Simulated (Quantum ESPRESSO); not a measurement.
# E(q) of MnHg from supercells

This program has no spiral boundary conditions, so spirals of MnHg are built in supercells. What do they cost, in energy and in time?

Program: Quantum ESPRESSO 7.5. Level of theory: LDA; plane waves with GBRV 1.5 LDA potentials, no spin-orbit coupling, flat spiral in a supercell. Results are calculated unless marked as measured.

**1. The starting structure**

It takes space group Pm-3m (No. 221, cubic). The conventional cell has a = 3.315 Å, b = 3.315 Å, c = 3.315 Å, α = 90.00°, β = 90.00°, γ = 90.00°. Nearest to Mn lie 8 Hg at 2.87 Å. Nearest to Hg lie 8 Mn at 2.87 Å. Farther neighbours are not listed.

The cell comes from the Crystallography Open Database.

**2. Parallel moments, one cell**

pw.in reads:

```
&CONTROL
  calculation = 'scf'
  prefix = 'pwscf'
  outdir = './tmp'
  pseudo_dir = './pseudo'
  disk_io = 'nowf'
/
&SYSTEM
  ibrav = 0
  celldm(1) = 8
  nat = 2
  ntyp = 2
  ecutwfc = 34
  ecutrho = 238
  nbnd = 40
  occupations = 'smearing'
  smearing = 'fd'
  degauss = 0.00734986
  noncolin = .true.
  starting_magnetization(1) = 0.2333
  angle1(1) = 90
  angle2(1) = 0
  starting_magnetization(2) = 0
/
&ELECTRONS
  conv_thr = 2d-08
  electron_maxstep = 150
  mixing_beta = 0.3
/
ATOMIC_SPECIES
Mn     54.9380 mn_lda_v1.5.uspp.F.UPF
Hg    200.5920 hg_lda_v1.uspp.F.UPF
CELL_PARAMETERS alat
   0.7830552628918    0.0000000000000    0.0000000000000
   0.0000000000000    0.7830552628918    0.0000000000000
   0.0000000000000    0.0000000000000    0.7830552628918
ATOMIC_POSITIONS crystal
Mn      0.5000000000    0.5000000000    0.5000000000
Hg      0.0000000000    0.0000000000    0.0000000000
K_POINTS automatic
12 6 6 0 0 0
```

Launch:

```sh
OMP_NUM_THREADS=1 mpirun -n 4 pw.x -nk 4 -in pw.in > pw.out
```

Output:

```text
Program PWSCF v.7.5 starts

     Message from routine setup:
     using ibrav=0 with symmetry is DISCOURAGED, use correct ibrav instead

     K-points division:     npool     =       4
     Subspace diagonalization in iterative solution of the eigenvalue problem:

     G-vector sticks info
     --------------------
     sticks:   dense  smooth     PW     G-vecs:    dense   smooth      PW
     Sum         749     421    137                15275     6619    1237

     Using Slab Decomposition

     bravais-lattice index     =            0
     lattice parameter (alat)  =       8.0000  a.u.
     unit-cell volume          =     245.8370 (a.u.)^3
     number of atoms/cell      =            2
     number of atomic types    =            2
     number of electrons       =        27.00
     number of Kohn-Sham states=           40
     kinetic-energy cutoff     =      34.0000  Ry
     charge density cutoff     =     238.0000  Ry
     scf convergence threshold =      2.0E-08
     mixing beta               =       0.3000
     number of iterations used =            8  plain     mixing
     Exchange-correlation= SLA  PZ   NOGX NOGC
                           (   1   1   0   0   0   0   0)
     Noncollinear calculation without spin-orbit

     celldm(1)=   8.000000  celldm(2)=   0.000000  celldm(3)=   0.000000
     celldm(4)=   0.000000  celldm(5)=   0.000000  celldm(6)=   0.000000

     crystal axes: (cart. coord. in units of alat)
               a(1) = (   0.783055   0.000000   0.000000 )
               a(2) = (   0.000000   0.783055   0.000000 )
               a(3) = (   0.000000   0.000000   0.783055 )

     reciprocal axes: (cart. coord. in units 2 pi/alat)
               b(1) = (  1.277049  0.000000  0.000000 )
               b(2) = (  0.000000  1.277049  0.000000 )
               b(3) = (  0.000000  0.000000  1.277049 )

     PseudoPot. # 1 for Mn read from file:
     mn_lda_v1.5.uspp.F.UPF
     Pseudo is Ultrasoft + core correction, Zval = 15.0
     Generated by new atomic code, or converted to UPF format
     Using radial grid of  859 points,  6 beta functions with:
                l(1) =   0
                l(2) =   0
                l(3) =   1
                l(4) =   1
                l(5) =   2
                l(6) =   2
     Q(r) pseudized with  8 coefficients,  rinner =    0.950   0.950   0.950
                                                       0.950   0.950

     PseudoPot. # 2 for Hg read from file:
     hg_lda_v1.uspp.F.UPF
     Pseudo is Ultrasoft + core correction, Zval = 12.0
     Generated by new atomic code, or converted to UPF format
     Using radial grid of  985 points,  6 beta functions with:
                l(1) =   0
                l(2) =   0
                l(3) =   1
                l(4) =   1
                l(5) =   2
                l(6) =   2
     Q(r) pseudized with  8 coefficients,  rinner =    2.000   2.000   2.000
                                                       2.000   2.000

     atomic species   valence    mass     pseudopotential
     Mn               15.00    54.93800     Mn( 1.00)
     Hg               12.00   200.59200     Hg( 1.00)

     16 Sym. Ops., with inversion, found

   Cartesian axes

     site n.     atom                  positions (alat units)
         1        Mn     tau(   1) = (   0.3915276   0.3915276   0.3915276  )
         2        Hg     tau(   2) = (   0.0000000   0.0000000   0.0000000  )

     number of k points=   118  Fermi-Dirac smearing, width (Ry)=  0.0073

     Number of k-points >= 100: set verbosity='high' to print them.

     Dense  grid:    15275 G-vectors     FFT dimensions: (  32,  32,  32)

     Smooth grid:     6619 G-vectors     FFT dimensions: (  24,  24,  24)

     Check: negative core charge=   -0.000017
     Generating pointlists ...
     new r_m :   0.2797 (alat units)  2.2379 (a.u.) for type    1
     new r_m :   0.2797 (alat units)  2.2379 (a.u.) for type    2

     Initial potential from superposition of free atoms

     starting charge      26.4999, renormalised to      27.0000

 ==============================================================================
     atom number    1 relative position :    0.3915   0.3915   0.3915
     charge :    13.797403  (integrated on a sphere of radius 0.280)
     magnetization :          3.160070    0.000000    0.000000
     magnetization/charge:    0.229034    0.000000    0.000000
     polar coord.: r, theta, phi [deg] :     3.160070   90.000000    0.000000

 ==============================================================================

 ==============================================================================
     atom number    2 relative position :    0.0000   0.0000   0.0000
     charge :    10.541365  (integrated on a sphere of radius 0.280)
     magnetization :          0.049356    0.000000    0.000000
     magnetization/charge:    0.004682    0.000000    0.000000
     polar coord.: r, theta, phi [deg] :     0.049356   90.000000    0.000000

 ==============================================================================
     Starting wfcs are   44 randomized atomic wfcs

     Self-consistent Calculation

     iteration #  1     ecut=    34.00 Ry     beta= 0.30
     Davidson diagonalization with overlap
     ethr =  1.00E-02,  avg # of iterations =  4.6

     total energy              =    -318.56072975 Ry
     estimated scf accuracy    <       0.41024843 Ry

     total magnetization       =     3.52     0.00    -0.00 Bohr mag/cell
     absolute magnetization    =     3.64 Bohr mag/cell

     iteration #  2     ecut=    34.00 Ry     beta= 0.30
     Davidson diagonalization with overlap
     ethr =  1.52E-03,  avg # of iterations =  2.0

     total energy              =    -318.62505211 Ry
     estimated scf accuracy    <       0.02595111 Ry

     total magnetization       =     3.56    -0.00     0.00 Bohr mag/cell
     absolute magnetization    =     3.72 Bohr mag/cell

     iteration #  3     ecut=    34.00 Ry     beta= 0.30
     Davidson diagonalization with overlap
     ethr =  9.61E-05,  avg # of iterations =  3.2

     total energy              =    -318.62804636 Ry
     estimated scf accuracy    <       0.01214792 Ry

     total magnetization       =     3.65     0.00    -0.00 Bohr mag/cell
     absolute magnetization    =     3.81 Bohr mag/cell

     [... further iterations left out ...]

     iteration #  8     ecut=    34.00 Ry     beta= 0.30
     Davidson diagonalization with overlap
     ethr =  4.83E-07,  avg # of iterations =  1.1

     total energy              =    -318.63025904 Ry
     estimated scf accuracy    <       0.00005496 Ry

     total magnetization       =     3.77     0.00    -0.00 Bohr mag/cell
     absolute magnetization    =     3.96 Bohr mag/cell

     iteration #  9     ecut=    34.00 Ry     beta= 0.30
     Davidson diagonalization with overlap
     ethr =  2.04E-07,  avg # of iterations =  2.4

     total energy              =    -318.63027391 Ry
     estimated scf accuracy    <       0.00000663 Ry

     total magnetization       =     3.77    -0.00     0.00 Bohr mag/cell
     absolute magnetization    =     3.96 Bohr mag/cell

     iteration # 10     ecut=    34.00 Ry     beta= 0.30
     Davidson diagonalization with overlap
     ethr =  2.45E-08,  avg # of iterations =  2.2

     total energy              =    -318.63027506 Ry
     estimated scf accuracy    <       0.00000012 Ry

     total magnetization       =     3.77     0.00     0.00 Bohr mag/cell
     absolute magnetization    =     3.96 Bohr mag/cell

     iteration # 11     ecut=    34.00 Ry     beta= 0.30
     Davidson diagonalization with overlap
     ethr =  4.43E-10,  avg # of iterations =  3.8

 ==============================================================================
     atom number    1 relative position :    0.3915   0.3915   0.3915
     charge :    13.735848  (integrated on a sphere of radius 0.280)
     magnetization :          3.722100    0.000000   -0.000000
     magnetization/charge:    0.270977    0.000000   -0.000000
     polar coord.: r, theta, phi [deg] :     3.722100   90.000000    0.000000

 ==============================================================================

 ==============================================================================
     atom number    2 relative position :    0.0000   0.0000   0.0000
     charge :    10.176810  (integrated on a sphere of radius 0.280)
     magnetization :         -0.022436    0.000000    0.000000
     magnetization/charge:   -0.002205    0.000000    0.000000
     polar coord.: r, theta, phi [deg] :     0.022436   90.000000  180.000000

 ==============================================================================

     End of self-consistent calculation

     Number of k-points >= 100: set verbosity='high' to print the bands.

     the Fermi energy is    13.4688 ev

!    total energy              =    -318.63027513 Ry
     estimated scf accuracy    <          9.2E-09 Ry
     smearing contrib. (-TS)   =      -0.00460143 Ry
     internal energy E=F+TS    =    -318.62567370 Ry

     The total energy is F=E-TS. E is the sum of the following terms:
     one-electron contribution =    -118.43434361 Ry
     hartree contribution      =      77.96140657 Ry
     xc contribution           =     -64.93986033 Ry
     ewald contribution        =    -213.21287633 Ry

     total magnetization       =     3.77    -0.00     0.00 Bohr mag/cell
     absolute magnetization    =     3.96 Bohr mag/cell

     convergence has been achieved in  11 iterations

=------------------------------------------------------------------------------=
   JOB DONE.
=------------------------------------------------------------------------------=
```

Wall time 55 s (4 MPI ranks of Arm Neoverse N1, shared host); peak memory 0.4 GiB; 3.7 min of CPU time.

Spin moment in the atom's sphere by atom:

```
atom  x (μB)  y (μB)  z (μB)  size
 Mn1    3.72    0.00    0.00  3.72
 Hg2   -0.02    0.00    0.00  0.02
```

Numbers from this step:

- smearing term TS: 0.06261 eV
- magnetization: 3.768, 0, 0 μB
- absolute magnetization: 3.96 μB
- final state: ferromagnetic

**3. One turn in 2 cells along the input cell's a**

Neighbouring cells are turned by 180° in the xy plane; the cell holds 4 atoms.

pw.in reads:

```
&CONTROL
  calculation = 'scf'
  prefix = 'pwscf'
  outdir = './tmp'
  pseudo_dir = './pseudo'
  disk_io = 'nowf'
/
&SYSTEM
  ibrav = 0
  celldm(1) = 8
  nat = 4
  ntyp = 4
  ecutwfc = 34
  ecutrho = 238
  nbnd = 72
  occupations = 'smearing'
  smearing = 'fd'
  degauss = 0.00734986
  noncolin = .true.
  starting_magnetization(1) = 0.2333
  angle1(1) = 90
  angle2(1) = 90
  starting_magnetization(2) = 0.2333
  angle1(2) = 90
  angle2(2) = -90
  starting_magnetization(3) = 0
  starting_magnetization(4) = 0
/
&ELECTRONS
  conv_thr = 4d-08
  electron_maxstep = 150
  mixing_beta = 0.3
/
ATOMIC_SPECIES
Mn1    54.9380 mn_lda_v1.5.uspp.F.UPF
Mn2    54.9380 mn_lda_v1.5.uspp.F.UPF
Hg1   200.5920 hg_lda_v1.uspp.F.UPF
Hg2   200.5920 hg_lda_v1.uspp.F.UPF
CELL_PARAMETERS alat
   1.5661105257836    0.0000000000000    0.0000000000000
   0.0000000000000    0.7830552628918    0.0000000000000
   0.0000000000000    0.0000000000000    0.7830552628918
ATOMIC_POSITIONS crystal
Mn1     0.2500000000    0.5000000000    0.5000000000
Mn2     0.7500000000    0.5000000000    0.5000000000
Hg1     0.0000000000    0.0000000000    0.0000000000
Hg2     0.5000000000    0.0000000000    0.0000000000
K_POINTS automatic
6 6 6 0 0 0
```

Output:

```text
     [... lines left out ...]
Program PWSCF v.7.5 starts
     [... lines left out ...]
     number of atoms/cell      =            4
     [... lines left out ...]
     number of electrons       =        54.00
     number of Kohn-Sham states=           72
     kinetic-energy cutoff     =      34.0000  Ry
     charge density cutoff     =     238.0000  Ry
     scf convergence threshold =      4.0E-08
     [... lines left out ...]
     Noncollinear calculation without spin-orbit
     [... lines left out ...]
      4 Sym. Ops. (no inversion) found
     [... lines left out ...]
     number of k points=    96  Fermi-Dirac smearing, width (Ry)=  0.0073
     [... lines left out ...]
     iteration # 13     ecut=    34.00 Ry     beta= 0.30
     [... lines left out ...]
     atom number    1 relative position :    0.3915   0.3915   0.3915
     [... lines left out ...]
     magnetization :          0.000000    3.755492    0.000000
     [... lines left out ...]
     atom number    2 relative position :    1.1746   0.3915   0.3915
     [... lines left out ...]
     magnetization :         -0.000000   -3.755469    0.000000
     [... lines left out ...]
     atom number    3 relative position :    0.0000   0.0000   0.0000
     [... lines left out ...]
     magnetization :         -0.000000    0.000000   -0.000000
     [... lines left out ...]
     atom number    4 relative position :    0.7831   0.0000   0.0000
     [... lines left out ...]
     magnetization :          0.000000    0.000000    0.000000
     [... lines left out ...]
     the Fermi energy is    13.4706 ev
!    total energy              =    -637.26741876 Ry
     estimated scf accuracy    <          5.1E-09 Ry
     smearing contrib. (-TS)   =      -0.00855878 Ry
     [... lines left out ...]
     total magnetization       =     0.00     0.00     0.00 Bohr mag/cell
     absolute magnetization    =     7.97 Bohr mag/cell
     convergence has been achieved in  13 iterations
```

Wall time 3.6 min (4 MPI ranks); peak memory 0.77 GiB.

Spin moment in the atom's sphere by atom:

```
atom  x (μB)  y (μB)  z (μB)  size
 Mn1    0.00    3.76    0.00  3.76
 Mn2    0.00   -3.76    0.00  3.76
 Hg3    0.00    0.00    0.00  0.00
 Hg4    0.00    0.00    0.00  0.00
```

Read from the output:

| Property | Result |
| --- | --- |
| smearing term TS | 0.1164 eV |
| magnetization | 0, 0, 0 μB |
| absolute magnetization | 7.97 μB |
| final state | antiferromagnetic |

**4. One turn in 3 cells along the input cell's a**

Neighbouring cells are turned by 120° in the xy plane; the cell holds 6 atoms.

pw.in reads:

```
&CONTROL
  calculation = 'scf'
  prefix = 'pwscf'
  outdir = './tmp'
  pseudo_dir = './pseudo'
  disk_io = 'nowf'
/
&SYSTEM
  ibrav = 0
  celldm(1) = 8
  nat = 6
  ntyp = 6
  ecutwfc = 34
  ecutrho = 238
  nbnd = 104
  occupations = 'smearing'
  smearing = 'fd'
  degauss = 0.00734986
  noncolin = .true.
  starting_magnetization(1) = 0.2333
  angle1(1) = 90
  angle2(1) = 60
  starting_magnetization(2) = 0.2333
  angle1(2) = 90
  angle2(2) = 180
  starting_magnetization(3) = 0.2333
  angle1(3) = 90
  angle2(3) = -60
  starting_magnetization(4) = 0
  starting_magnetization(5) = 0
  starting_magnetization(6) = 0
/
&ELECTRONS
  conv_thr = 6d-08
  electron_maxstep = 150
  mixing_beta = 0.3
/
ATOMIC_SPECIES
Mn1    54.9380 mn_lda_v1.5.uspp.F.UPF
Mn2    54.9380 mn_lda_v1.5.uspp.F.UPF
Mn3    54.9380 mn_lda_v1.5.uspp.F.UPF
Hg1   200.5920 hg_lda_v1.uspp.F.UPF
Hg2   200.5920 hg_lda_v1.uspp.F.UPF
Hg3   200.5920 hg_lda_v1.uspp.F.UPF
CELL_PARAMETERS alat
   2.3491657886754    0.0000000000000    0.0000000000000
   0.0000000000000    0.7830552628918    0.0000000000000
   0.0000000000000    0.0000000000000    0.7830552628918
ATOMIC_POSITIONS crystal
Mn1     0.1666666667    0.5000000000    0.5000000000
Mn2     0.5000000000    0.5000000000    0.5000000000
Mn3     0.8333333333    0.5000000000    0.5000000000
Hg1     0.0000000000    0.0000000000    0.0000000000
Hg2     0.3333333333    0.0000000000    0.0000000000
Hg3     0.6666666667    0.0000000000    0.0000000000
K_POINTS automatic
4 6 6 0 0 0
```

Output:

```text
     [... lines left out ...]
Program PWSCF v.7.5 starts
     [... lines left out ...]
     number of atoms/cell      =            6
     [... lines left out ...]
     number of electrons       =        81.00
     number of Kohn-Sham states=          104
     kinetic-energy cutoff     =      34.0000  Ry
     charge density cutoff     =     238.0000  Ry
     scf convergence threshold =      6.0E-08
     [... lines left out ...]
     Noncollinear calculation without spin-orbit
     [... lines left out ...]
      2 Sym. Ops. (no inversion) found
     [... lines left out ...]
     number of k points=    84  Fermi-Dirac smearing, width (Ry)=  0.0073
     [... lines left out ...]
     iteration # 15     ecut=    34.00 Ry     beta= 0.30
     [... lines left out ...]
     atom number    1 relative position :    0.3915   0.3915   0.3915
     [... lines left out ...]
     magnetization :          1.869923    3.238988    0.000000
     [... lines left out ...]
     atom number    2 relative position :    1.1746   0.3915   0.3915
     [... lines left out ...]
     magnetization :         -3.739950    0.000096    0.000000
     [... lines left out ...]
     atom number    3 relative position :    1.9576   0.3915   0.3915
     [... lines left out ...]
     magnetization :          1.870035   -3.238977   -0.000000
     [... lines left out ...]
     atom number    4 relative position :    0.0000   0.0000   0.0000
     [... lines left out ...]
     magnetization :         -0.006287    0.000000    0.000000
     [... lines left out ...]
     atom number    5 relative position :    0.7831   0.0000   0.0000
     [... lines left out ...]
     magnetization :          0.003143   -0.005445   -0.000000
     [... lines left out ...]
     atom number    6 relative position :    1.5661   0.0000   0.0000
     [... lines left out ...]
     magnetization :          0.003143    0.005445    0.000000
     [... lines left out ...]
     the Fermi energy is    13.4892 ev
!    total energy              =    -955.90039520 Ry
     estimated scf accuracy    <       0.00000002 Ry
     smearing contrib. (-TS)   =      -0.01243611 Ry
     [... lines left out ...]
     total magnetization       =     0.00     0.00    -0.00 Bohr mag/cell
     absolute magnetization    =    11.96 Bohr mag/cell
     convergence has been achieved in  15 iterations
```

Run time: 9.4 min. Hardware: 4 MPI ranks; peak memory 1.3 GiB; 38 min of CPU time.

Spin moment in the atom's sphere by atom:

```
atom  x (μB)  y (μB)  z (μB)  size
 Mn1    1.87    3.24    0.00  3.74
 Mn2   -3.74    0.00    0.00  3.74
 Mn3    1.87   -3.24    0.00  3.74
 Hg4   -0.01    0.00    0.00  0.01
 Hg5    0.00   -0.01    0.00  0.01
 Hg6    0.00    0.01    0.00  0.01
```

Numbers from this step:

* smearing term TS: 0.1692 eV
* magnetization: 0, 0, 0 μB
* absolute magnetization: 11.96 μB
* final state: non-collinear

(Part 1 of 2 ends here.)

[Logs and program files are shortened in this print: banners, set-up blocks, solver, clock and traceback lines can be left out without a mark of their own.]

[Logs are printed without paths, hosts, clocks, repeated set-up lines and the standing remarks that a program may print on its own settings, such as how far it seeks lower states.]

[Hosts, paths, dates, database ids (printed as entryN), source tags and the programs' standing remarks are cut or masked in the printed files.]

[Where a cell is said to come from a database of computed structures, the database is the Materials Project.]
